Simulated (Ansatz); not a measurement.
# KBr (Fm-3m): phonons against volume, part 3 of 5

Which modes of KBr drive its thermal expansion?

Measurements to reproduce:
- volume expansion coefficient 116.1 1e-6/K and heat capacity C_P per formula unit 52.3 J/mol/K near room temperature (given in “High-Throughput Prediction of Finite-Temperature Properties using the Quasi-Harmonic Approximation”, 2016, arXiv:1603.06924)
- volume expansion coefficient 117.6 1e-6/K near room temperature (given in “Descriptors for thermal expansion in solids”, 2017, arXiv:1701.03966)

Ansatz 0.2.0; DFT LDA, scalar-relativistic, plane waves, PAW.

So far. Step 2 (Probe on a coarse mesh): The start is under -1.6 GPa at this level and looks like an insulator or semiconductor on this mesh. Step 5 (Relaxing to small residual forces and stress): The residual pressure is 1.8e-4 GPa, small enough for phonons.

### Step 6. Lattice dynamics at this volume, V/V0 1

The same q-mesh and k-mesh are kept at every volume, so that much of their error can cancel in the differences.

Input file input.yaml:

```yaml
crystal:
  lattice:
    - [0.0, 3.1857844804, 3.1857844804]
    - [3.1857844804, 0.0, 3.1857844804]
    - [3.1857844804, 3.1857844804, 0.0]
  atoms:
    - { symbol: K, position: [0.0, 0.0, 0.0] }
    - { symbol: Br, position: [0.5, 0.5, 0.5] }
kpoints:
  mp_grid: { grid: [8, 8, 8] }
hamiltonian:
  xc: lda
scf:
  occupations: { method: fixed }
output:
  eigenvalues: true
phonons:
  method: dfpt
  dielectric: true
  rigid_motions: translations
  qmesh: [4, 4, 4]
  temperatures: { t_max: 1000, t_step: 50 }
  qpath:
    path:
      - [[0.0, 0.0, 0.0], [0.5, 0.0, 0.5], [0.625, 0.25, 0.625]]
      - [[0.375, 0.375, 0.75], [0.0, 0.0, 0.0], [0.5, 0.5, 0.5], [0.5, 0.25, 0.75], [0.5, 0.0, 0.5]]
    npoints: 10
```

Started as:

```
$ ansatz run input.yaml --threads 4 --pin off --max-ram 16384MiB --backend cpu --events-out ev --progress --plain --runs-dir out
```

Numbers of over 12 decimals in the logs are rounded to 6 here.

What it wrote:

```text
[...]
Crystal: 2 atoms, lattice volume = 64.666 Å³
Basis set: ecut = 420 eV, 1243 PW (Γ), exchange–correlation on 64×64×64 points (8 copies of the dense FFT grid, shifted against one another)
Bands: 12, of which v1, the nominal top of the filled ones, is band 8 counted from 1 (7 counted from 0)
Symmetry: 48 space group operations
k-points: 59 of 512 (irreducible under 8 space group operations, time reversal used)
[...]
SCF iter   1: F=—  HF=-4193.641238 eV  |F-HF|=—  |Δ(HF+E_count)|=         —  Δρ=4.99e-3  dr2=9.69e-3  ethr=1.77e-3  ⟨swp⟩=5.4  Hψ=3931  notcnv=0  defer=107
[...]
SCF iter   8: F=-4193.637959 eV  HF=-4193.637959 eV  |F-HF|=8.09e-11  |Δ(HF+E_count)|=   1.21e-9  Δρ=3.82e-7  dr2=9.71e-11  ethr=1.00e-12  ⟨swp⟩=7.5  Hψ=5183  notcnv=0
SCF 1 converged in 8 iterations: F = -4193.637959 eV  dr2 = 9.71e-11
[...]
DFPT response loops at Γ: preconditioner auto → none (the input reference at scf.mixing.eps_inf says where Resta's filter doesn't serve); β = 0.50; Broyden in place of MSR1
NSCF: frozen V_eff on 29 k-points
[...]
DFPT response loops at q = (0, 0, -0.5) (fractional): preconditioner auto → Resta (q_TF=auto, 2.162 Å⁻¹)  ε∞=3.7 (no band partly filled); β = 1.00, the filter's whole step (`scf.mixing.beta` (0.50) is not read by the response loops at its default; to damp them type it under 1.00, their step now; it binds the ground state too); Broyden in place of MSR1
[...]
SCF converged after 8 iterations
Free energy (F): -4193.637959 eV
[...]
Internal energy: -4193.637959 eV  (E = F + TS)
E sigma→0 (E₀):  -4193.637959 eV
Fermi energy:    1.555381 eV
[...]
--- Band table (eV; the first three rows and the last of 59) ---
  k-point 0: bands = [... 4 lower, -9.3906, 1.5554, 1.5554, 1.5554, 5.8765, 8.9073, 8.9073, 8.9073]
  k-point 1: bands = [... 4 lower, -9.3446, 1.2640, 1.4827, 1.4827, 6.3315, 8.8029, 9.1143, 9.1143]
  k-point 2: bands = [... 4 lower, -9.2390, 0.6992, 1.3170, 1.3170, 7.2464, 8.8658, 9.6919, 9.6919]
  k-point 58: bands = [... 4 lower, -9.2807, 0.8490, 0.8490, 0.8637, 8.7525, 8.7525, 9.9289, 10.7144]
--- Phonons (Γ-DFPT): 2 representative perturbations + reference, on 59 of 512 k-points (Σ response iterations 6) ---
  k mesh reduced under 8 symmetry operations, with k and −k counted as one. Each operation leaves every solved perturbation unchanged. A smaller set is not considered because the run solves the response to a homogeneous field
  ASR residual: 3.016e-4 → 0.000e0 eV/Å²; symmetrization residual: 4.729e-6 eV/Å²
  ASR residual per site (eV/Å²): 1.61e-4 3.02e-4
  Γ frequencies (cm⁻¹): 0.00 0.00 0.00 129.94 129.94 129.94
  ε∞ (high-frequency dielectric tensor):
        2.758920    -0.000000    -0.000000
        0.000000     2.758920    -0.000000
        0.000000     0.000000     2.758920
  ε⁰ (static dielectric tensor: ions relaxed, cell fixed):
        4.841984    -0.000000    -0.000000
        0.000000     4.841984     0.000000
        0.000000     0.000000     4.841984
  ε⁰ − ε∞ (ionic part):
        2.083063    -0.000000     0.000000
       -0.000000     2.083063     0.000000
        0.000000     0.000000     2.083063
  softest optical mode at Γ: 129.94 cm⁻¹; the repairs (sum rule, projections) moved no ω² at Γ by more than (1.15 cm⁻¹)²
  Born effective charges Z* (e; rows j = field, columns β = displacement):
    site 0:
         1.10158   -0.00000    0.00000
         0.00000    1.10158    0.00000
         0.00000   -0.00000    1.10158
    site 1:
        -1.10158    0.00000   -0.00000
         0.00000   -1.10158   -0.00000
         0.00000    0.00000   -1.10158
  Z* charge neutrality: 3.475e-5 e pre-enforcement
  k-mesh period / interband length: 36.0 Å / 1.51 Å = 23.80 at k = (0.0000, 0.0000, 0.0000), direct gap 4.321 eV — 14 or more, which is no proof of convergence
  optical modes at Γ without the LO–TO term, one row a degenerate level:
      ω (cm⁻¹)  modes    IR ((D/Å)²/amu)
        129.94      3             3.1992
  optical modes at Γ + LO–TO along q̂ = [1.0000, 0.0000, 0.0000]:
      ω (cm⁻¹)  modes    IR ((D/Å)²/amu)
        129.94      2             2.1328
        172.14      1             1.0664
  optical modes at Γ + LO–TO along q̂ = [0.0000, 1.0000, 0.0000]:
      ω (cm⁻¹)  modes    IR ((D/Å)²/amu)
        129.94      2             2.1328
        172.14      1             1.0664
  optical modes at Γ + LO–TO along q̂ = [0.0000, 0.0000, 1.0000]:
      ω (cm⁻¹)  modes    IR ((D/Å)²/amu)
        129.94      2             2.1328
        172.14      1             1.0664
--- Phonons (arbitrary-q DFPT): 8 irreducible q on the 4×4×4 mesh ---
  q = [0.0000, 0.0000, 0.0000] (star 1, of the zone-centre solve; hermiticity 5.80e-6, symmetrization 4.15e-14): -0.00 -0.00 -0.00 129.94 129.94 129.94
  q = [0.0000, 0.0000, 0.2500] (star 8, 2 solved perturbations on 288 of 512 k-point pairs; hermiticity 3.60e-6, symmetrization 3.01e-13): 50.28 50.28 63.67 123.09 123.09 165.50
[...]
q = [0.0000, 0.2500, 0.2500] (star 6, 4 solved perturbations in 528 linear systems a pass and spin channel, the states on 164 of 512 k-point pairs; hermiticity 2.71e-6, symmetrization 2.57e-13): 29.05 29.05 88.43 132.35 132.35 141.37
[...]
sum rule: each row above includes the acoustic sum rule's correction from the zone centre's row sums; it moved no ω² by more than (1.06 cm⁻¹)²
  mesh force constants: q→R imaginary residual 5.45e-18; ASR residual 3.016e-4 → 0.000e0 eV/Å²; symmetrization residual 3.109e-15 eV/Å²
  interpolated dispersion: 63 rows × 6 modes
  density of states and harmonic sums: on the 20×20×20 q-mesh, interpolated from the force constants of a 4×4×4 supercell (with the dipole–dipole term)
  largest difference from the sums on the solved wave vectors: F 1.43e-2 eV, S 1.83e-5 and C_V 4.00e-6 eV/K
  zero-point energy: 0.036768 eV/cell   skipped modes (ω ≤ 0): 3   left out of the sums: 6.25e-5 of the cell's modes: C_V's classical limit lies that fraction below 3 k_B per atom; for a crystal, a wire or a layer, F and S can be off by more, and a phonons.interpolated_qmesh denser along its periods is the remedy for the sampling
```

It took 51 s on 4 threads of Intel Xeon Platinum 8488C (Sapphire Rapids), shared host; peak memory 1.1 GiB.

Numbers from this step:

```
Γ frequencies                            : 0, 0, 0, 129.9, 129.9, 129.9 cm⁻¹ (negative: imaginary)
lowest frequency on the path             : 0 cm⁻¹
zero-point energy                        : 0.03677 eV/cell
point group                              : m-3m
highest frequency                        : 172.1 cm⁻¹
Debye temperature from the second moment : 196 K
```

LO-TO term included. Phonon branches along the path, in cm⁻¹:

| point | branch 1 | branch 2 | branch 3 | branch 4 | branch 5 | branch 6 |
| --- | --- | --- | --- | --- | --- | --- |
| Γ | 0 | 0 | 0 | 130 | 130 | 172 |
| halfway | 29 | 29 | 88 | 132 | 132 | 141 |
| X | 40 | 40 | 70 | 135 | 135 | 142 |
| halfway | 46 | 51 | 68 | 132 | 135 | 141 |
| U | 59 | 64 | 73 | 126 | 136 | 140 |
| jump to K | 59 | 64 | 73 | 126 | 136 | 140 |
| halfway | 36 | 68 | 79 | 114 | 134 | 155 |
| Γ | 0 | 0 | 0 | 130 | 130 | 172 |
| halfway | 50 | 50 | 64 | 123 | 123 | 166 |
| L | 79 | 79 | 97 | 110 | 110 | 155 |
| halfway | 69 | 70 | 88 | 117 | 128 | 145 |
| W | 58 | 58 | 84 | 121 | 138 | 138 |
| halfway | 46 | 62 | 67 | 130 | 136 | 140 |
| X | 40 | 40 | 70 | 135 | 135 | 142 |

The phonon branches as a text plot (rows in cm⁻¹):

```
    169 |***                      ***********
    161 |   *                    *           **
    154 |    **                 *              *****
    147 |                      *                    ***
    140 |      *  *************                        **********
    133 |******************* ************              **    ****
    125 |                **       ***    ****        **    ***
    118 |                  **    *           **    ********
    111 |                    ****              ******
    104 |
     97 |       *                               ****
     90 |      * *          ****               *    ****
     82 |         **       * **               *  *      ****
     75 |    **     *     * *  **            * ** ****      *
     68 |            ***** *    **            *       **     ****
     61 |   *           * **                **          *****
     54 |              ***  *    ***       **              ** *
     47 |              *     **   **                         ***
     39 |  *      *****        **         **                   **
     32 |      ***               *  *     *
     25 |    **                   **     *
     18 | * *                       **   *
     11 |  *                         *  *
      4 |**                           **
         Γ           X  U|K            Γ         L        W     X
```

Tetrahedra on 20 20 20, mean over bins of 2 cm⁻¹. The phonon density of states by wavenumber; read off at these points:

```csv
wavenumber (cm⁻¹),phonon density of states (1/cm⁻¹/cell)
1.0,1.0e-5
5.0,1.0e-4
11.0,0.00101
15.0,0.00223
19.0,0.00373
25.0,0.00709
29.0,0.0105
33.0,0.0151
39.0,0.028
43.0,0.0360
47.0,0.0391
53.0,0.0439
57.0,0.0490
61.0,0.0518
67.0,0.0546
71.0,0.0611
75.0,0.0653
77.0,0.0734
81.0,0.0326
85.0,0.0546
89.0,0.0745
93.0,0.0176
99.0,0
103.0,0
107.0,0
113.0,0.0447
117.0,0.0584
121.0,0.0789
127.0,0.0755
131.0,0.112
133.0,0.115
135.0,0.107
139.0,0.101
141.0,0.0903
145.0,0.0373
149.0,0.0307
155.0,0.0232
159.0,0.0143
163.0,0.0102
169.0,0.005
173.0,0
```

Harmonic. Thermo, by row:

```
T (K)  F_vib (meV/atom)  S (J/mol-atom/K)  C_V (J/mol-atom/K)
    0             18.38                 0                   0
   50              16.9             8.419               13.54
  100              9.24             20.59               20.82
  150             -3.86             29.51               22.95
  200            -20.97             36.24               23.79
  250            -41.18              41.6               24.19
  300            -63.92             46.03               24.42
  350            -88.78             49.81               24.55
  400            -115.5             53.09               24.64
  450            -143.7                56               24.71
  500            -173.4              58.6               24.75
  550            -204.4             60.96               24.78
  600            -236.6             63.12               24.81
  650            -269.8             65.11               24.83
  700            -304.1             66.95               24.84
  750            -339.2             68.66               24.86
  800            -375.2             70.27               24.87
  850              -412             71.78               24.88
  900            -449.6              73.2               24.88
  950            -487.9             74.54               24.89
 1000            -526.8             75.82               24.89
```

The modes has structure finer than the step of the table below, so its rows give means over 10 cm⁻¹, whole bins alone (the curve runs from -10 to 187 cm⁻¹). Peaks (cm⁻¹: height): Br 76.6: 0.0615, 86.5: 0.0540, 132.3: 0.0283; K 65.5: 0.0124, 132.3: 0.0783.

Phonopy on the run's constants, 15x15x15 mesh, Gaussian sigma 2.0 cm⁻¹. Table of modes by wavenumber; means over each step; values in 1/cm⁻¹/cell:

| wavenumber (cm⁻¹) | Br | K |
| --- | --- | --- |
| 0 | 6.3e-5 | 3.1e-5 |
| 10 | 6.8e-4 | 3.3e-4 |
| 20 | 0.00306 | 0.00142 |
| 30 | 0.00860 | 0.00379 |
| 40 | 0.0210 | 0.00859 |
| 50 | 0.0302 | 0.0111 |
| 60 | 0.0385 | 0.0117 |
| 70 | 0.0497 | 0.0103 |
| 80 | 0.0490 | 0.00545 |
| 90 | 0.0414 | 0.00343 |
| 100 | 0.00145 | 9.4e-5 |
| 110 | 0.00188 | 0.0192 |
| 120 | 0.0118 | 0.0549 |
| 130 | 0.0236 | 0.0689 |
| 140 | 0.0123 | 0.0593 |
| 150 | 0.00292 | 0.0270 |
| 160 | 0.00267 | 0.0116 |
| 170 | 0.00113 | 0.00284 |
| 180 | 7.1e-6 | 1.4e-5 |

Born charge (rows field, columns displacement) (e), principal values of the symmetric part by kind of site:

| atom | atoms with these values | low | middle | high | mean |
| --- | --- | --- | --- | --- | --- |
| K1 | 1 | 1.10 | 1.10 | 1.10 | 1.10 |
| Br2 | 1 | -1.10 | -1.10 | -1.10 | -1.10 |

In full for Br2:

```
-1.10  0.00  0.00
 0.00 -1.10  0.00
 0.00  0.00 -1.10
```

ε∞:

```
2.76 0.00 0.00
0.00 2.76 0.00
0.00 0.00 2.76
```

No LO-TO term. Modes at Γ, with each element's share of the kinetic energy:

```csv
mode,frequency (cm⁻¹),symmetry,K %,Br %
1,0.0,T1u,33,67
2,0.0,T1u,33,67
3,0.0,T1u,33,67
4,129.9,T1u,67,33
5,129.9,T1u,67,33
6,129.9,T1u,67,33
```

Displacements in mode 4 (129.9 cm⁻¹), the largest set to 1:
```
K1   0.00 -0.11  1.00
Br2  0.00  0.05 -0.49
```

No mode is imaginary beyond numerical noise at the solved wavevectors.

### Step 7. Single point at a scaled cell, V/V0 1.015

Symmetry fixes every atom, so a single point at the scaled cell gives the energy and pressure of this member.

The cell differs from the one that the last finished run ended in (a 4.505 → 4.528 Å, b 4.505 → 4.528 Å, c 4.505 → 4.528 Å).

input.yaml, the sections that differ from step 6:

```yaml
crystal:
  lattice:
    - [0.0, 3.2016344153, 3.2016344153]
    - [3.2016344153, 0.0, 3.2016344153]
    - [3.2016344153, 3.2016344153, 0.0]
  atoms:
    - { symbol: K, position: [0.0, 0.0, 0.0] }
    - { symbol: Br, position: [0.5, 0.5, 0.5] }
output:
  forces: true
  stress: true
  eigenvalues: true
# kpoints, hamiltonian, scf: as in step 6
# phonons: removed
```

What it wrote:

```text
[...]
Crystal: 2 atoms, lattice volume = 65.636 Å³
Basis set: ecut = 420 eV, 1243 PW (Γ)
Bands: 12, of which v1, the nominal top of the filled ones, is band 8 counted from 1 (7 counted from 0)
Symmetry: 48 space group operations
[...]
k-points: 29 of 512
[...]
SCF iter   1: F=—  HF=-4193.640334 eV  |F-HF|=—  |Δ(HF+E_count)|=         —  Δρ=4.94e-3  dr2=9.65e-3  ethr=1.77e-3  ⟨swp⟩=5.3  Hψ=1920  notcnv=0  defer=53
[...]
SCF iter   6: F=-4193.637065 eV  HF=-4193.637065 eV  |F-HF|=4.38e-9  |Δ(HF+E_count)|=   3.59e-9  Δρ=2.80e-6  dr2=5.59e-9  ethr=2.65e-10  ⟨swp⟩=6.0  Hψ=2184  notcnv=0
SCF 1 converged in 6 iterations: F = -4193.637065 eV  dr2 = 5.59e-9
[...]
SCF converged after 6 iterations
Free energy (F): -4193.637065 eV
[...]
Internal energy: -4193.637065 eV  (E = F + TS)
E sigma→0 (E₀):  -4193.637065 eV
Fermi energy:    1.440503 eV
[...]
--- Stress (GPa, compression-positive) ---
       -0.290455      -0.000000       0.000000
       -0.000000      -0.290455       0.000000
       -0.000000       0.000000      -0.290455
  P = ⅓ Tr σ = -0.2905 GPa (-2.905 kbar)
--- Band table (eV; the first three rows and the last of 29) ---
  k-point 0: bands = [... 4 lower, -9.5296, 1.4405, 1.4405, 1.4405, 5.7178, 8.7957, 8.7957, 8.7957]
  k-point 1: bands = [... 4 lower, -9.4854, 1.1563, 1.3705, 1.3705, 6.1662, 8.6894, 8.9997, 8.9997]
  k-point 2: bands = [... 4 lower, -9.3840, 0.6046, 1.2108, 1.2108, 7.0784, 8.7360, 9.5689, 9.5689]
  k-point 28: bands = [... 4 lower, -9.4243, 0.7467, 0.7467, 0.7678, 8.6256, 8.6256, 9.7569, 10.5374]
```

It took 1.5 s on 4 threads; peak memory 0.36 GiB; 2.3 s of CPU time.

This step gave:

- pressure: -0.2905 GPa
- gap on the k-mesh: 4.277 eV
- volume per atom: 32.82 Å³

At this level the gap is 4.28 eV on the k-mesh of the self-consistent run, which can miss the band edges.

### Step 8. Phonons, V/V0 1.015

Phonons at this volume give one point of F(V, T); meshes stay fixed along the series.

input.yaml, the sections that differ from step 7:

```yaml
output:
  eigenvalues: true
phonons:
  method: dfpt
  dielectric: true
  rigid_motions: translations
  qmesh: [4, 4, 4]
  temperatures: { t_max: 1000, t_step: 50 }
  qpath:
    path:
      - [[0.0, 0.0, 0.0], [0.5, 0.0, 0.5], [0.625, 0.25, 0.625]]
      - [[0.375, 0.375, 0.75], [0.0, 0.0, 0.0], [0.5, 0.5, 0.5], [0.5, 0.25, 0.75], [0.5, 0.0, 0.5]]
    npoints: 10
# crystal, kpoints, hamiltonian, scf: as in step 7
```

What it wrote:

```text
[...]
Crystal: 2 atoms, lattice volume = 65.636 Å³
Basis set: ecut = 420 eV, 1243 PW (Γ), exchange–correlation on 64×64×64 points (8 copies of the dense FFT grid, shifted against one another)
Bands: 12, of which v1, the nominal top of the filled ones, is band 8 counted from 1 (7 counted from 0)
Symmetry: 48 space group operations
k-points: 59 of 512 (irreducible under 8 space group operations, time reversal used)
[...]
optical modes at Γ + LO–TO along q̂ = [0.0000, 1.0000, 0.0000]:
      ω (cm⁻¹)  modes    IR ((D/Å)²/amu)
        125.55      2             2.1462
        168.80      1             1.0731
  optical modes at Γ + LO–TO along q̂ = [0.0000, 0.0000, 1.0000]:
      ω (cm⁻¹)  modes    IR ((D/Å)²/amu)
        125.55      2             2.1462
        168.80      1             1.0731
--- Phonons (arbitrary-q DFPT): 8 irreducible q on the 4×4×4 mesh ---
[...]
interpolated dispersion: 63 rows × 6 modes
[...]
[key lines of the parts left out:]
SCF converged after 8 iterations
Free energy (F): -4193.637065 eV
Fermi energy:    1.440437 eV
```

The job ended after 51 s (4 threads; peak memory 1.1 GiB).

LO-TO term included. Phonon branches along the path, in cm⁻¹:

```csv
point,branch 1,branch 2,branch 3,branch 4,branch 5,branch 6
Γ,0,0,0,126,126,169
halfway,30,30,86,128,128,139
X,40,40,70,130,130,137
halfway,46,51,69,128,130,136
U,58,65,72,122,132,134
jump to K,58,65,72,122,132,134
halfway,36,66,76,110,129,152
Γ,0,0,0,126,126,169
halfway,49,49,62,119,119,162
L,77,77,95,107,107,152
halfway,68,69,86,114,123,141
W,59,59,82,118,133,133
halfway,47,61,68,126,131,136
X,40,40,70,130,130,137
```

The phonon branches as a text plot (rows in cm⁻¹):

```
    165 |***                      ***********
    158 |   *                    *           **
    151 |    **                 *              *****
    144 |                      *                    ***
    137 |      *    ******* ***                        **  ******
    130 |   ************************                    *********
    123 |***            ***         ********          **    **
    116 |                  *     ***        ***     ********
    109 |                   *****              *******
    102 |
     95 |                                       ****
     88 |      ***          ****               *    ****
     81 |         **       *                  *         ****
     74 |    **     **    * *****            * *******      *
     67 |             ******    **            *       ***   *****
     60 |   *           * **                **          ****
     53 |              ***  ***  ***       *                * *
     46 |              *       *  **        *                ***
     39 |  *     ******         *         **                   **
     32 |      **                *  *     *
     25 |    **                   **     *
     18 | * *                       **   *
     11 | **                         *  *
      4 |*                            **
         Γ           X  U|K            Γ         L        W     X
```

No mode is imaginary beyond numerical noise at the solved wavevectors. The highest zone-centre mode (no LO–TO term) moved by -3.4 % for a volume change of +1.5 %.

(Part 3 of 5 ends here.)

[Logs are printed without paths, hosts, clocks, repeated set-up lines and the standing remarks that a program may print on its own settings, such as how far it seeks lower states.]

[Hosts, paths, dates, database ids (printed as entryN), source tags and the programs' standing remarks are cut or masked in the printed files.]

[A step with changed settings may run another functional than the one named; its input shows which.]

[Of the runs on displaced cells, only some may be shown.]
